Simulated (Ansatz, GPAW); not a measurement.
# Polarising MoSi2P4 monolayer with a field along the normal

The dipole of the cell at several fields, atoms fixed. What does the strongest field give, and what length does the slope stand for?

Set-up. GPAW 26.7.0, plane waves (400 eV), PAW setups, PBE, 9×9 mesh, a dipole layer in the vacuum; geometry relaxed without an applied field with Ansatz 0.2.0. The cell's area is 10.35 Å², and e/ε0 = 180.95 V Å.

The runs, one held back:

```tsv
field (V/Å)	dipole (e Å)
−0.2	−0.1291
−0.1	−0.0646
−0.05	−0.0323
0.05	0.0323
0.1	0.0646
0.2	0.1291
0.3	?
```

**Question.** What is the dipole at 0.3 V/Å?

**Working.** A line through the 6 points has the slope α = 0.646 e Å per V/Å and the intercept p₀ = 0.0000 e Å (r.m.s. residual 2.8e−05). At 0.3 V/Å it gives p = 0.0000 + 0.646 × 0.3 = 0.1937 e Å; the run gives 0.1938 e Å, so the response stays linear to 0.0 % of the induced part. Dividing by ε0 and the area: α/(ε0 A) = 0.646 × 180.95 / 10.35 = 11.29 Å, against 9.45 Å between the outer nuclei. For a gapped layer this length is t(1 − 1/ε), so it fixes ε only once a thickness t is chosen.

Caveats: This is the electronic response alone; ions that move would add to it in polar layers. No run was spin-polarised, so magnetic states weren't tested.

[Logs are printed without paths, hosts, clocks, repeated set-up lines and the standing remarks that a program may print on its own settings, such as how far it seeks lower states.]
